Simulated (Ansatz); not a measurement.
# Tc of Rh (Fm-3m) from its phonons

Aim: the phonon-mediated transition temperature of Rh (Fm-3m) at ambient pressure, over a range of μ*. The cell shown first is a relaxed one, from steps not shown here.

Method: DFT PBE, scalar-relativistic, plane waves, PAW, in Ansatz 0.2.0.

**1. The cell after earlier relaxation steps**

Symmetry: Fm-3m, No. 225, cubic system. The conventional cell has a = 3.830 Å, b = 3.830 Å, c = 3.830 Å, α = 90.00°, β = 90.00°, γ = 90.00°. Nearest to Rh lie 12 Rh at 2.71 Å.

**2. Coupling and resistivity: q 3×3×3, k 9×9×9, scattering 16×16×16**

The run that gives the couplings also evaluates McMillan's and Allen and Dynes's formulas and, where asked, the Eliashberg equations, over a range of μ*.

input.yaml reads:

```yaml
crystal:
  lattice:
    - [0.0, 1.9151674341, 1.9151674341]
    - [1.9151674341, 0.0, 1.9151674341]
    - [1.9151674341, 1.9151674341, 0.0]
  atoms:
    - { symbol: Rh, position: [0.0, 0.0, 0.0] }
kpoints:
  mp_grid: { grid: [9, 9, 9] }
hamiltonian:
  xc: pbe
scf:
  occupations: { method: methfessel_paxton, width: 0.2 }
output:
  eigenvalues: true
phonons:
  method: dfpt
  qmesh: [3, 3, 3]
  temperatures: { t_max: 1000, t_step: 50 }
  qpath:
    path:
      - [[0.0, 0.0, 0.0], [0.5, 0.0, 0.5], [0.625, 0.25, 0.625]]
      - [[0.375, 0.375, 0.75], [0.0, 0.0, 0.0], [0.5, 0.5, 0.5], [0.5, 0.25, 0.75], [0.5, 0.0, 0.5]]
    npoints: 10
  electrical_resistivity:
    mesh: [16, 16, 16]
    temperatures: [20.0, 50.0, 80.0, 100.0, 150.0, 200.0, 273.0, 300.0, 400.0, 500.0, 600.0, 800.0]
  superconductivity: { mesh: [16, 16, 16] }
```

Run with:

```
$ ansatz run input.yaml --threads 4 --pin off --max-ram 10240MiB --backend cpu --events-out ev --progress --plain --runs-dir out
```

Numbers of over 12 decimals in the logs are rounded to 6 here.

Log:

```text
Engine: ansatz 0.2.0, x86_64-unknown-linux-gnu
Pseudopotentials: kind: paw
Pseudopotential: Rh, paw, valence charge 17, recommended cutoff 420 eV (normal), Rh.paw.azcp
Functional definition: PBE
  parameter kappa = 0.804
  parameter beta = 0.066725
  exchange = pbe_x(kappa = kappa, mu = beta*pi^2/3)
  correlation = pbe_c(beta = beta)
Crystal: 1 atoms, lattice volume = 14.049 Å³
Basis set: ecut = 420 eV, 283 PW (Γ), exchange–correlation on 40×40×40 points (8 copies of the dense FFT grid, shifted against one another)
Bands: 13, of which v1, the nominal top of the filled ones, is band 9 counted from 1 (8 counted from 0)
Symmetry: 48 space group operations
k-points: 35 of 729
Non-local potential: Rh, projectors of the file, l = 0: 3, l = 1: 2, l = 2: 2, l = 3: 1
PAW form: soft (Blöchl's): semilocal exchange-correlation on the pseudo side does not see the compensation charge
PAW one-centre angular grid: Rh, 590 points (default); XC on 64 Gauss nodes
Initial density: superposition of atomic densities (neutral atoms: chi_scale 0, normalization atom), corrected by the library's trained network
Initial wavefunctions: pseudopotential atomic-orbital guess
Functional: x = pbe(κ = 0.804, μ = 0.219515), c = pbe(β = 0.066725)
SCF iter   1: F=—  HF=-6402.881512 eV  |F-HF|=—  |Δ(HF+E_count)|=         —  Δρ=6.93e-3  dr2=1.18e-3  ethr=1.77e-3  ⟨swp⟩=4.6  Hψ=2413  notcnv=0
preconditioner: auto → none  [metal: Δε(μ)=0.057 eV  Ē_g=13.744 eV  σ=0.200 eV  W_gap=0.23  n_scr=0 (ndim 8)  ℏωp=29.7 eV  f_vac=0.000  D(μ)=1.05/eV (n_scr^D=14)]
SCF iter   2: F=—  HF=-6402.881413 eV  |F-HF|=—  |Δ(HF+E_count)|=   9.87e-5  S|Δr|=    0.00e0  Δρ=3.22e-3  dr2=2.49e-4  ethr=6.95e-6  ⟨swp⟩=1.8  Hψ=843  notcnv=0
SCF iter   3: F=—  HF=-6402.881391 eV  |F-HF|=—  |Δ(HF+E_count)|=   2.24e-5  S|Δr|=    0.00e0  Δρ=4.38e-4  dr2=2.35e-5  ethr=1.47e-6  ⟨swp⟩=2.1  Hψ=754  notcnv=0
SCF iter   4: F=—  HF=-6402.881384 eV  |F-HF|=—  |Δ(HF+E_count)|=   7.00e-6  S|Δr|=    0.00e0  Δρ=1.22e-4  dr2=6.02e-7  ethr=1.38e-7  ⟨swp⟩=2.5  Hψ=645  notcnv=0
SCF iter   5: F=—  HF=-6402.881385 eV  |F-HF|=—  |Δ(HF+E_count)|=   1.07e-6  S|Δr|=    0.00e0  Δρ=2.34e-5  dr2=2.08e-8  ethr=3.54e-9  ⟨swp⟩=2.0  Hψ=614  notcnv=0
SCF iter   6: F=—  HF=-6402.881385 eV  |F-HF|=—  |Δ(HF+E_count)|=   2.43e-8  S|Δr|=    0.00e0  Δρ=6.98e-6  dr2=4.34e-9  ethr=1.23e-10  ⟨swp⟩=2.0  Hψ=604  notcnv=0
SCF iter   7: F=—  HF=-6402.881385 eV  |F-HF|=—  |Δ(HF+E_count)|=  9.74e-10  S|Δr|=    0.00e0  Δρ=3.07e-7  dr2=1.14e-11  ethr=2.55e-11  ⟨swp⟩=2.1  Hψ=560  notcnv=0
SCF iter   8: F=-6402.881385 eV  HF=-6402.881385 eV  |F-HF|=9.09e-13  |Δ(HF+E_count)|=  2.73e-12  S|Δr|=    0.00e0  Δρ=1.82e-8  dr2=2.89e-14  ethr=1.00e-12  ⟨swp⟩=5.0  Hψ=1644  notcnv=0
SCF 1 converged in 8 iterations: F = -6402.881385 eV  dr2 = 2.89e-14
  greatest PAW one-centre occupation: 1.000 electrons in one spin orbital (limit 2), on the Rh atom at site 0 (counted from 0), in its partial waves of l = 0
NSCF: frozen V_eff on 35 k-points
NSCF: frozen V_eff on 75 k-points
DFPT response loops at q = (0, 0, 0) (fractional): preconditioner auto → Kerker (q_TF=auto, 2.816 Å⁻¹) (partly filled bands, converged f_vac=0.000); β = 1.00, the filter's whole step (`scf.mixing.beta` (0.50) is not read by the response loops under this deck's `scf.mixing.preconditioner`; to damp them name `kerker` or `kerker_dos`, under which they read `scf.mixing.beta`, and type it under 1.00, their step now; both keys bind the ground state too); Broyden in place of MSR1
NSCF: frozen V_eff on 810 k-points
DFPT response loops at q = (0, 0, 0.333333) (fractional): mixed as the last ones told, above
NSCF: frozen V_eff on 450 k-points
DFPT response loops at q = (0, 0.333333, 0.333333) (fractional): mixed as the last ones told, above
NSCF: frozen V_eff on 810 k-points
DFPT response loops at q = (0, 0.333333, -0.333333) (fractional): mixed as the last ones told, above
SCF iter   1: F=—  HF=-6402.881512 eV  |F-HF|=—  |Δ(HF+E_count)|=         —  Δρ=6.93e-3  dr2=1.18e-3  ethr=1.77e-3  ⟨swp⟩=4.6  Hψ=2413  notcnv=0
SCF iter   2: F=—  HF=-6402.881413 eV  |F-HF|=—  |Δ(HF+E_count)|=   9.87e-5  S|Δr|=    0.00e0  Δρ=3.22e-3  dr2=2.49e-4  ethr=6.95e-6  ⟨swp⟩=1.8  Hψ=843  notcnv=0
SCF iter   3: F=—  HF=-6402.881391 eV  |F-HF|=—  |Δ(HF+E_count)|=   2.24e-5  S|Δr|=    0.00e0  Δρ=4.38e-4  dr2=2.35e-5  ethr=1.47e-6  ⟨swp⟩=2.1  Hψ=754  notcnv=0
SCF iter   4: F=—  HF=-6402.881384 eV  |F-HF|=—  |Δ(HF+E_count)|=   7.00e-6  S|Δr|=    0.00e0  Δρ=1.22e-4  dr2=6.02e-7  ethr=1.38e-7  ⟨swp⟩=2.5  Hψ=645  notcnv=0
SCF iter   5: F=—  HF=-6402.881385 eV  |F-HF|=—  |Δ(HF+E_count)|=   1.07e-6  S|Δr|=    0.00e0  Δρ=2.34e-5  dr2=2.08e-8  ethr=3.54e-9  ⟨swp⟩=2.0  Hψ=614  notcnv=0
SCF iter   6: F=—  HF=-6402.881385 eV  |F-HF|=—  |Δ(HF+E_count)|=   2.43e-8  S|Δr|=    0.00e0  Δρ=6.98e-6  dr2=4.34e-9  ethr=1.23e-10  ⟨swp⟩=2.0  Hψ=604  notcnv=0
SCF iter   7: F=—  HF=-6402.881385 eV  |F-HF|=—  |Δ(HF+E_count)|=  9.74e-10  S|Δr|=    0.00e0  Δρ=3.07e-7  dr2=1.14e-11  ethr=2.55e-11  ⟨swp⟩=2.1  Hψ=560  notcnv=0
SCF iter   8: F=-6402.881385 eV  HF=-6402.881385 eV  |F-HF|=1.82e-12  |Δ(HF+E_count)|=  1.82e-12  S|Δr|=    0.00e0  Δρ=1.71e-8  dr2=2.65e-14  ethr=1.00e-12  ⟨swp⟩=2.0  Hψ=900  notcnv=0
SCF 2 converged in 8 iterations: F = -6402.881385 eV  dr2 = 2.65e-14
NSCF: frozen V_eff on 35 k-points
NSCF: frozen V_eff on 72 k-points
[...]
SCF converged after 8 iterations
Stability not checked: this state was not tested for a lower state beside it, because cold or Methfessel-Paxton smearing, or corrected tetrahedra, fill the levels in a way that the test cannot read (fill_not_monotonic; see scf.lower_state_search)
Free energy (F): -6402.881385 eV
Harris-Foulkes:  -6402.881385 eV  (|F-HF|=9.09e-13)
Internal energy: -6402.884044 eV  (E = F + TS)
E sigma→0 (E₀):  -6402.882050 eV
Entropy (-TS):   0.002660 eV (2.660 meV/atom)
Fermi energy:    21.707390 eV
--- Per-component energies (eV) ---
  E_band       = -94.445305
  E_kinetic    = 572.708865
  E_local      = -1589.418842  (includes V_loc(G=0)·N_el)
  E_nonlocal   = 354.460595
  E_hartree    = 558.561455
  E_xc         = -221.759408
  E_vxc        = -278.380528  (∫ρ·V_xc dr)
  E_paw        = -3586.807803  (= ΣΔE_a)
  E_vpaw       = -270.939197  (= ΣTr[D̂ρ^β])
  E_aug_tail   = 0.000885  (compensation charges beyond the density's cutoff)
  E_ewald      = -2490.629790
  E_smearing   = 0.002660  (= −TS)
  E_closure    = -0.000000  (closes the sum)
  Σ components = -6402.881385   (vs F -6402.881385, Δ=0.00e0)
--- Band table (eV; the first three rows and the last of 35) ---
[...]
800.00      1.4831e1              no      1.4831e1      1.4831e1      1.4831e1        1.5476e1          1.4312e1
  mean free path at 20 K (of a tensor a third of its trace): 92937 nm by what each carries, 78561 by the Fermi surface alone
  mean free path at 50 K (of a tensor a third of its trace): 426 nm by what each carries, 325 by the Fermi surface alone
  Hall coefficient in a weak field at 50 K (a third of the trace): 5.225e-11 m³/C (as a tensor it moves by 12.9 % between the two finest meshes); by each state's relaxation time: 5.149e-11 m³/C; by a constant relaxation time: 6.590e-11 m³/C
  mean free path at 80 K (of a tensor a third of its trace): 76.8 nm by what each carries, 60.7 by the Fermi surface alone
  Hall coefficient in a weak field at 80 K (a third of the trace): 6.522e-11 m³/C (as a tensor it moves by 12.1 % between the two finest meshes); by each state's relaxation time: 5.164e-11 m³/C; by a constant relaxation time: 6.618e-11 m³/C
  mean free path at 100 K (of a tensor a third of its trace): 42.5 nm by what each carries, 34.7 by the Fermi surface alone
  Hall coefficient in a weak field at 100 K (a third of the trace): 6.910e-11 m³/C (as a tensor it moves by 11.5 % between the two finest meshes); by each state's relaxation time: 5.084e-11 m³/C; by a constant relaxation time: 6.630e-11 m³/C
  mean free path at 150 K (of a tensor a third of its trace): 19.2 nm by what each carries, 16.5 by the Fermi surface alone
  Hall coefficient in a weak field at 150 K (a third of the trace): 7.105e-11 m³/C (as a tensor it moves by 10.7 % between the two finest meshes); by each state's relaxation time: 4.965e-11 m³/C; by a constant relaxation time: 6.637e-11 m³/C
  mean free path at 200 K (of a tensor a third of its trace): 12.6 nm by what each carries, 11.0 by the Fermi surface alone
  Hall coefficient in a weak field at 200 K (a third of the trace): 7.079e-11 m³/C (as a tensor it moves by 10.3 % between the two finest meshes); by each state's relaxation time: 4.919e-11 m³/C; by a constant relaxation time: 6.626e-11 m³/C
  mean free path at 273 K (of a tensor a third of its trace): 8.59 nm by what each carries, 7.55 by the Fermi surface alone
  Hall coefficient in a weak field at 273 K (a third of the trace): 7.023e-11 m³/C (as a tensor it moves by 9.9 % between the two finest meshes); by each state's relaxation time: 4.880e-11 m³/C; by a constant relaxation time: 6.588e-11 m³/C
  mean free path at 300 K (of a tensor a third of its trace): 7.71 nm by what each carries, 6.78 by the Fermi surface alone
  Hall coefficient in a weak field at 300 K (a third of the trace): 7.002e-11 m³/C (as a tensor it moves by 9.8 % between the two finest meshes); by each state's relaxation time: 4.866e-11 m³/C; by a constant relaxation time: 6.569e-11 m³/C
  mean free path at 400 K (of a tensor a third of its trace): 5.62 nm by what each carries, 4.95 by the Fermi surface alone
  Hall coefficient in a weak field at 400 K (a third of the trace): 6.915e-11 m³/C (as a tensor it moves by 9.6 % between the two finest meshes); by each state's relaxation time: 4.807e-11 m³/C; by a constant relaxation time: 6.473e-11 m³/C
  mean free path at 500 K (of a tensor a third of its trace): 4.44 nm by what each carries, 3.91 by the Fermi surface alone
  Hall coefficient in a weak field at 500 K (a third of the trace): 6.819e-11 m³/C (as a tensor it moves by 9.6 % between the two finest meshes); by each state's relaxation time: 4.741e-11 m³/C; by a constant relaxation time: 6.347e-11 m³/C
  mean free path at 600 K (of a tensor a third of its trace): 3.68 nm by what each carries, 3.23 by the Fermi surface alone
  Hall coefficient in a weak field at 600 K (a third of the trace): 6.723e-11 m³/C (as a tensor it moves by 9.7 % between the two finest meshes); by each state's relaxation time: 4.674e-11 m³/C; by a constant relaxation time: 6.201e-11 m³/C
  mean free path at 800 K (of a tensor a third of its trace): 2.73 nm by what each carries, 2.40 by the Fermi surface alone
  Hall coefficient in a weak field at 800 K (a third of the trace): 6.555e-11 m³/C (as a tensor it moves by 10.3 % between the two finest meshes); by each state's relaxation time: 4.562e-11 m³/C; by a constant relaxation time: 5.888e-11 m³/C
  the resistivity times a path that all electrons share, by the Fermi surface of the deck's mesh alone (a third of the trace): 3.564e-16 Ω·m²
  not converged in the mesh (λ; λ_tr; the resistivity at 20 K by 8.89 %; the resistivity at 50 K by 2.31 %; the resistivity at 500 K by 2.21 %; the resistivity at 600 K by 2.58 %; the resistivity at 800 K by 3.41 %): between neighbouring meshes, the two finest first, λ moves by 8.66 % and 52.64 %, λ_tr by 11.07 % and 42.64 % and the resistivity by up to 8.89 % and 108.18 %; an estimate, no bound, puts it up to 7.0e-7 % above the Boltzmann equation's exact value after up to 7 iterations (at most 30 are made, fewer where the estimate is under 1.0e-6 % of each spin channel's own resistivity)
  vibrations of 27 cells: unjudged by the run; compare a larger repeat
  the changes of the potential over all sites missed a rigid shift's by 0.00 % (the site terms' by 0.00 %)
  at the force constants' own smearing the fine mesh and the k-points of their solves give squared frequencies that differ by 10.2 % of the larger at the most, at (0, 0.3333, -0.3333)
--- Superconductivity: potentials and phonons of a 3×3×3 supercell ---
           mesh         λ    ħω_log (meV)  μ* declared at (meV)
       16×16×16    0.3748          21.008               21.648
          8×8×8    0.4073          20.946               21.572
          4×4×4    0.1929          21.312               22.341
  λ by the species' shares of the modes' patterns: Rh 0.3748
  with the Fermi level up to 28.5 meV (the hardest mode) off, states and modes as they are: density of states 0.6549 to 0.6699 /eV of one spin and cell, λ 0.3732 to 0.3774
  transition temperature on the deck's mesh (K), isotropic and anisotropic, restricted to the Fermi surface (FSR) and over the full bandwidth (FBW), and the last with the density of states resolved in a narrower window:
        μ*   McMillan   Allen–Dynes      iso. FSR      iso. FBW    aniso. FSR    aniso. FBW  narrow window
      0.08      1.148         1.164         1.112         1.112         1.249         1.247          1.248
      0.10      0.691         0.700         0.653         0.653         0.764         0.763          0.763
      0.12      0.373         0.377         0.344         0.344         0.427         0.426          0.426
      0.13      0.260         0.263         0.237         0.237         0.306         0.306          0.306
      0.14      0.173         0.175         0.157         0.157         0.213         0.213          0.213
      0.16      0.065         0.066    none_found    none_found    none_found    none_found     none_found
      0.20      0.003         0.003    none_found    none_found    none_found    none_found     none_found
  none_found: no transition down to 0.1 K
  isotope coefficients −∂ln Tc/∂ln M under μ* = 0.13, the force constants as they are, of the isotropic transitions restricted to the Fermi surface and over the full bandwidth: Rh 0.169 and 0.169
  gaps at the Fermi level over the full bandwidth under μ* = 0.1, 0.191 K: 0.033 to 0.211 meV
  gaps at the Fermi level over the full bandwidth under μ* = 0.13, 0.077 K: 0.007 to 0.089 meV
  not converged in the mesh (λ, the transition temperature): between neighbouring meshes, the two finest first, λ moves by 8.66 % and 52.64 % and the anisotropic transition temperature over the full bandwidth at μ* = 0.13 by 101.60 % and (not known); converged means that the two finest part by at most 2.00 % and 5.00 %
  vibrations of 27 cells: unjudged by the run; compare a larger repeat
  the changes of the potential over all sites missed a rigid shift's by 0.00 % (the site terms' by 0.00 %)
  at the force constants' own smearing the fine mesh and the k-points of their solves give squared frequencies that differ by 10.2 % of the larger at the most, at (0, 0.3333, -0.3333)
```

It took 61 s on 4 threads of Intel Xeon Platinum 8488C (Sapphire Rapids), shared host; peak memory 1.4 GiB; 3.8 min of CPU time.

This step gave:

```
volume per atom                                                                : 14.05 Å³
metallic on mesh                                                               : yes
gap on the k-mesh                                                              : 0 eV
zero point energy                                                              : 0.03002 eV/cell
share of imaginary modes in the plain interpolation between solved wavevectors : 0
highest frequency, solved or plainly interpolated                              : 243.5 cm⁻¹
Debye temperature (second moment)                                              : 308 K
resistivity at 300 K                                                           : 5.257 μΩ cm
coupling constant λ                                                            : 0.3748
density of states at the Fermi level                                           : 0.6594 states/eV a spin and cell
log mean phonon energy ħω_log                                                  : 21.01 meV
transport coupling constant λ_tr                                               : 0.4142, 0.4142, 0.4142 (xx, yy, zz)
Drude plasma energy                                                            : 9.279, 9.279, 9.279 eV (xx, yy, zz)
resistivity times mean free path                                               : 3.564, 3.564, 3.564 × 10⁻¹⁶ Ω m² (xx, yy, zz)
second-moment phonon energy ħω₂                                                : 21.65 meV
coupling λ by branch                                                           : 0.136, 0.135, 0.103 (branches by rank of frequency)
```

An empty cell: under 1 mK by a formula, or no transition down to the floor of the Eliashberg search. Transition temperatures:

```tsv
μ*	McMillan Tc (K)	Allen–Dynes Tc (K)	isotropic Fermi-surface Tc (K)	isotropic full bandwidth Tc (K)	anisotropic Fermi-surface Tc (K)	anisotropic full bandwidth Tc (K)	anisotropic narrow window Tc (K)
0.08	1.15	1.16	1.11	1.11	1.25	1.25	1.25
0.1	0.691	0.7	0.653	0.653	0.764	0.763	0.763
0.12	0.373	0.377	0.344	0.344	0.427	0.426	0.426
0.13	0.26	0.263	0.237	0.237	0.306	0.306	0.306
0.14	0.173	0.175	0.157	0.157	0.213	0.213	0.213
0.16	0.0649	0.0656	-	-	-	-	-
0.2	0.00295	0.00298	-	-	-	-	-
```

[end of part 1 of 2]

[Logs are printed without paths, hosts, clocks, repeated set-up lines and the standing remarks that a program may print on its own settings, such as how far it seeks lower states.]

[Hosts, paths, dates, database ids (printed as entryN), source tags and the programs' standing remarks are cut or masked in the printed files.]
